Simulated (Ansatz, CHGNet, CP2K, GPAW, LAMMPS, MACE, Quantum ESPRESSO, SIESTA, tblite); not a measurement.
## tblite runs on glassy 85GeO2-15Li2O (mol %) (78 atoms)

Wanted: tblite inputs and outputs for glassy 85GeO2-15Li2O (mol %) (78 atoms), checked against a plane-wave reference.

Main program and level: tblite 0.8.0; the method is named at each step.

### Step 1. The starting structure

The cell holds 78 atoms: 22 Ge, 8 Li and 48 O. Cell: a = 10.316 Å, b = 10.316 Å, c = 10.316 Å, α = 90.0°, β = 90.0°, γ = 90.0°. 78 atoms (22 Ge, 8 Li, 48 O) placed at random at 3.6 g/cm³, melted at 4000 K for 10 ps at fixed volume with the Morse and Coulomb pair potential with partial charges (Pedone, Malavasi, Menziani, Cormack and Segre, J. Phys. Chem. B 110, 11780 (2006)). Quenched from 4000 K to 300 K at 10 K/ps and fixed volume, held 10 ps at zero pressure.

The yardstick, on the same geometry:

* method: Kohn-Sham DFT, PBE, PAW, plane waves (Ansatz 0.2.0); cutoff 420 eV, Γ point, fermi-dirac smearing of 0.05 eV; PAW set soft_2
* r.m.s. force component: 1.18 eV/Å
* longest force: 4.805 eV/Å
* pressure: 6.972 GPa
* gap (highest filled to lowest empty level): 1.041 eV
* SCF cycles: 9
* time: 7 s on 8 threads of Arm Neoverse V2, shared host
* CPU time: 51 s

### Step 2. GFN1-xTB

Method: GFN1-xTB tight binding, diagonalisation.

The input, run.py:

```python
import numpy as np
from ase.io import read
from tblite.ase import TBLite

atoms = read("structure.xyz")
atoms.calc = TBLite(method="GFN1-xTB", electronic_temperature=580, accuracy=1.0, max_iterations=250, mixer_damping=0.4, verbosity=1)
energy = atoms.get_potential_energy()
forces = atoms.get_forces()
print(f"energy {energy:.6f} eV")
print("forces (eV/A)")
for i, (a, f) in enumerate(zip(atoms, forces)):
    print(f"{i:4d} {a.symbol:2s} {f[0]:10.5f} {f[1]:10.5f} {f[2]:10.5f}")
stress = -atoms.get_stress(voigt=False) * 160.21766
print("stress (GPa, compression positive)")
for row in stress:
    print(" ".join(f"{x:10.4f}" for x in row))
print("charges (e)")
print(np.array2string(atoms.get_charges(), precision=4, suppress_small=True, max_line_width=110, threshold=100000))
```

The input, structure.xyz:

```xyz
78
Lattice="10.31597 0.00000 0.00000 0.00000 10.31597 0.00000 0.00000 0.00000 10.31597" Properties=species:S:1:pos:R:3 pbc="T T T"
Ge 6.11985 7.14701 4.75515
Ge 9.15934 5.67275 4.16105
Ge 5.67007 7.94588 8.03067
Ge 2.05473 6.58066 4.61320
Ge 2.02637 1.77517 3.56664
Ge 0.33578 6.32678 9.59674
Ge 5.91611 10.29513 5.08505
Ge 2.46830 5.14808 1.57731
Ge 4.92619 3.07168 4.40347
Ge 2.65719 9.71909 5.82574
Ge 9.10776 0.00279 5.64737
Ge 9.95295 3.14524 6.45708
Ge 5.99337 0.93040 9.21474
Ge 2.45448 9.57962 1.53708
Ge 5.55257 5.28467 2.08290
Ge 9.22433 1.94435 9.37381
Ge 9.39940 2.84009 2.31263
Ge 9.57343 8.73907 2.65079
Ge 7.41615 5.58806 9.59530
Ge 0.94113 9.59251 8.75774
Ge 5.33418 3.81959 7.62649
Ge 2.25383 4.72482 7.16506
Li 3.57386 9.29820 8.91939
Li 8.51274 8.46601 9.85206
Li 3.56190 2.02688 0.97775
Li 6.07394 1.98675 2.12602
Li 3.69745 7.09223 0.19074
Li 9.65472 7.47836 6.11036
Li 5.53049 8.91320 2.14748
Li 7.38170 0.46597 1.19480
O 4.12257 5.48799 1.16962
O 5.47613 6.21279 3.54921
O 9.14614 4.42411 2.91839
O 1.30095 3.45523 6.65019
O 6.01927 8.87122 4.06810
O 5.64500 1.44712 4.26669
O 2.50946 8.15931 4.97106
O 3.83630 8.53028 1.60052
O 2.69783 0.79123 2.29355
O 9.56352 2.80708 0.55170
O 2.16604 9.69185 7.43843
O 1.11928 5.58238 8.20182
O 5.72165 7.54324 6.36660
O 6.57365 4.59453 8.47519
O 6.72220 5.46726 0.84147
O 5.48510 3.72489 2.94026
O 5.46798 2.17007 8.09659
O 2.36917 3.48061 1.45259
O 4.39285 10.11017 5.90094
O 8.51841 9.15429 1.29383
O 5.66285 9.64378 8.56989
O 9.66844 1.59021 5.86143
O 4.26390 7.40357 8.74825
O 2.39496 5.77375 3.19135
O 0.98920 8.94663 2.24506
O 10.21652 0.53674 9.13881
[... 18 atom lines left out ...]
O 3.69662 4.19932 7.90317
O 2.73889 5.74331 5.92044
O 0.24201 8.03284 9.23568
O 7.70737 1.23606 9.47811
```

On the command line:

```sh
$ OMP_NUM_THREADS=1 python run.py > output.txt
```

What it wrote:

```text
------------------------------------------------------------
  cycle        total energy    energy error   density error
------------------------------------------------------------
      1     -219.3692951160  -2.1986328E+02   1.0908769E+00
      2     -241.8831054384  -2.2513810E+01   1.0388363E+00
      3     -252.0187919995  -1.0135687E+01   5.0972549E-01
      4     -243.9648918610   8.0539001E+00   5.3211584E-01
      5     -260.8537957321  -1.6888904E+01   2.2016133E-01
      6     -263.4746335949  -2.6208379E+00   1.5840656E-01
      7     -265.3310958410  -1.8564622E+00   6.1104973E-02
      8     -265.3942355167  -6.3139676E-02   4.9650542E-02
      9     -265.5476413528  -1.5340584E-01   2.7417912E-02
     10     -265.5622005696  -1.4559217E-02   1.7385499E-02
     11     -265.5807265327  -1.8525963E-02   9.9473133E-03
     12     -265.5847156715  -3.9891388E-03   4.9225337E-03
     13     -265.5867062669  -1.9905954E-03   1.7010252E-03
     14     -265.5868884354  -1.8216856E-04   8.0827902E-04
     15     -265.5869325384  -4.4102990E-05   4.0789808E-04
     16     -265.5869393230  -6.7846007E-06   2.6368398E-04
     17     -265.5869420734  -2.7503636E-06   1.8590706E-04
     18     -265.5869442190  -2.1455731E-06   6.2740386E-05
     19     -265.5869442376  -1.8658568E-08   5.5371033E-05
     20     -265.5869444721  -2.3445949E-07   1.8751134E-05
------------------------------------------------------------
 total:                                   3.648 sec
energy -7226.988869 eV
forces (eV/A)
   0 Ge    2.27628    1.91841    0.48804
   1 Ge    0.50946    0.34245    0.06711
   2 Ge   -0.38280   -0.44424    0.97174
   3 Ge   -1.08375   -0.19721    0.27754
   4 Ge    0.31132   -0.96329    0.04891
   5 Ge    2.27008    0.19508   -0.96645
   6 Ge   -0.92048   -0.47175   -0.31293
   7 Ge    0.07073   -1.91236    0.82843
   8 Ge   -0.31945   -1.44379    0.37124
   9 Ge    1.38048   -0.76633   -1.33486
  10 Ge   -0.08788   -1.17214    0.43517
  11 Ge   -0.43559    0.14991    0.21080
  12 Ge   -0.02807    0.35798    0.40230
  13 Ge    0.09178   -1.53806    0.17251
  14 Ge   -0.76177   -0.52609    0.53059
  15 Ge    0.67696    0.39974    0.76295
  16 Ge   -0.47418   -0.11703   -0.48310
  17 Ge   -0.46897   -0.52983   -1.43869
  18 Ge   -0.88251    2.13751   -0.74822
  19 Ge    0.45564   -0.80063    0.43770
  20 Ge   -0.56936   -1.17762   -0.72578
  21 Ge   -0.46545    1.04836    0.72274
  22 Li    0.05416   -0.10935   -0.07212
  23 Li    0.05825    0.05679    0.11521
[...]
70 O    -0.74081    0.29600    0.50503
  71 O     0.06511    0.38340    0.95030
  72 O    -0.14452    0.49709   -1.55913
  73 O    -0.40961    0.38700    0.12024
  74 O    -0.03163    0.05842    1.04609
  75 O     1.26768   -0.27624    0.18816
  76 O    -0.50353    0.11713   -0.07971
  77 O    -0.95546   -0.80590    0.15422
stress (GPa, compression positive)
    2.7847     0.4236    -0.6853
    0.4236     2.2433    -1.0268
   -0.6853    -1.0268     1.8647
charges (e)
[ 0.696   0.7082  0.68    0.6938  0.7112  0.7002  0.693   0.6814  0.701   0.6956  0.6802  0.6848  0.6724
  0.6733  0.7043  0.6904  0.6831  0.6651  0.7036  0.7118  0.6985  0.6922  0.3931  0.3922  0.3859  0.3787
  0.3854  0.4075  0.377   0.3771 -0.3806 -0.3363 -0.3527 -0.3508 -0.3901 -0.3782 -0.3593 -0.4916 -0.3748
 -0.3689 -0.3421 -0.3786 -0.3442 -0.3268 -0.3374 -0.362  -0.3675 -0.4761 -0.3847 -0.4854 -0.3856 -0.3497
 -0.4951 -0.3563 -0.3776 -0.3433 -0.3785 -0.4001 -0.3603 -0.3376 -0.3994 -0.4796 -0.4867 -0.3185 -0.3635
 -0.3582 -0.3243 -0.416  -0.345  -0.489  -0.3935 -0.3584 -0.4097 -0.3489 -0.3441 -0.3651 -0.364  -0.3809]
```

It took 4.1 s on 1 thread of Arm Neoverse V2, shared host; peak memory 0.12 GiB.

Banners, paths, timers and routine set-up lines are dropped from the logs unmarked, and long logs keep their key lines alone; longer cuts are marked.

Compared with the plane-wave run:

```
r.m.s. force component                  : 0.7093 eV/Å
r.m.s. difference of force components   : 608.3 meV/Å
longest difference of force vectors     : 2594 meV/Å
force difference over r.m.s. force      : 51.54 %
slope of forces against the reference's : 0.5478
correlation of force components         : 0.9114
pressure                                : 2.298 GPa
pressure difference                     : -4.674 GPa
```

Length of the force difference by element (eV/Å):

```
element  atoms  mean  most
     Ge     22   1.0   1.8
     Li      8  0.43  0.91
      O     48  0.97   2.6
```

A closer look about Li29, one of the 8 Li atoms: 11 atoms, nearest first, numbered in the order of the input, with positions taken from that point.

```
atom      x      y      z  distance (Å)  bonds  Mulliken charge (e)     Fx     Fy  Fz (eV/Å)
Li29   0.00   0.00   0.00          0.00      2                 0.38  -0.12  -0.07       0.26
 O38  -1.69  -0.38  -0.55          1.82      3                -0.49  -0.53   0.62      -0.04
 O35   0.49  -0.04   1.92          1.98      3                -0.39   0.08  -0.70      -0.91
Li30   1.85   1.87  -0.95          2.80      4                 0.38   0.98  -0.42      -0.06
 O32  -0.05  -2.70   1.40          3.04      2                -0.34  -0.93   0.00      -0.91
 O63  -0.21   2.59  -1.69          3.10      4                -0.49  -0.07  -0.11       0.06
 O50   2.99   0.24  -0.85          3.12      3                -0.49   0.26  -0.01       0.53
 Ge1   0.59  -1.77   2.61          3.20      4                 0.70   2.28   1.92       0.49
Ge14  -3.08   0.67  -0.61          3.21      4                 0.67   0.09  -1.54       0.17
Li27  -1.83  -1.82  -1.96          3.24      3                 0.39   0.15   0.25      -0.03
 Ge7   0.39   1.38   2.94          3.27      4                 0.69  -0.92  -0.47      -0.31
```

Atoms are counted from 1 here, from 0 in the log.

Forces lie 52 % from the reference's, at 0.081 times its CPU time (on 1 against 8 cores).

Further runs of this program without a result: tblite GFN2-xTB (not converged).

### Step 3. Outcome

```yaml
force_difference_from_the_reference: tblite GFN1-xTB, 52 %
its_cpu_time: 4.1 s
```

In words: Tight binding differs by 52 % (tblite GFN1-xTB); it is another model, with fitted parameters of its own, and the xTB methods hold dispersion. One electronic-structure run takes under half the reference's CPU time: tblite GFN1-xTB, at 52 % in 4.1 s against 51 s; its pressure misses by -4.7 GPa. Periodic xTB results under one method name differ between programs and library versions. The quench rate of 10 K/ps is many orders above laboratory rates, so the cell is likely richer in defects and strain than a real sample. The network of bonds at the start is that of the classical potential that made the cell, and needn't be the one that DFT or experiment would give. The electronic-structure runs sample only Γ, in a cell whose shortest periodic width is 10 Å.

[Also dropped from logs without a mark: logging warnings of Python, and SIESTA's first energy breakdown and zero terms.]

[Logs are printed without paths, hosts, clocks, repeated set-up lines and the standing remarks that a program may print on its own settings, such as how far it seeks lower states.]

[Hosts, paths, dates, database ids (printed as entryN), source tags and the programs' standing remarks are cut or masked in the printed files.]
